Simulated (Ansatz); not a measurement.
# A thicker film of NaCl (001) from two thinner ones

In a field along its normal an insulating film takes a dipole p. Written as a length, p/(ε₀AE), it should grow by 1 − 1/ε for each ångström added.

**Method.** Ansatz 0.2.0, plane waves with PAW datasets (its set soft_2), PBE; rocksalt films relaxed at a bulk in-plane lattice constant near the measured one, then held in weak fields of both signs with a dipole correction (A is the cell's area, E the outer field).

| run | distance between the outer atoms (Å) | p/(ε₀AE) (Å) |
| --- | --- | --- |
| 3 units | 5.792 | 5.417 |
| 5 units | 11.526 | 8.845 |
| 8 units | 20.115 | ? |

Q: Estimate the withheld value from the rows shown.

Two rows fix a line: slope = (8.845 − 5.417) / (11.526 − 5.792) = 0.5978, intercept 1.9546. That slope means ε = 1/(1 − 0.5978) = 2.49. At 20.115 it gives 0.5978 × 20.115 + 1.9546 = 13.979 Å, beyond the rows fitted. Rounding of the rows alone allows about ±0.003 Å there; two rows can't show whether the line holds.

The run itself gives 13.990 Å: a miss of +0.011 Å, or 0.1 % of the value. The length is met to within 1 %, though ε is more sensitive than the length: the two thickest films give ε = 2.49.

Caveats: This is the electronic response alone. A unit is one step of the cut along the normal (a plane, a pair of planes or a cell), and the layers relax along it, away from their bulk spacing where the functional's lattice constant differs from the one held.
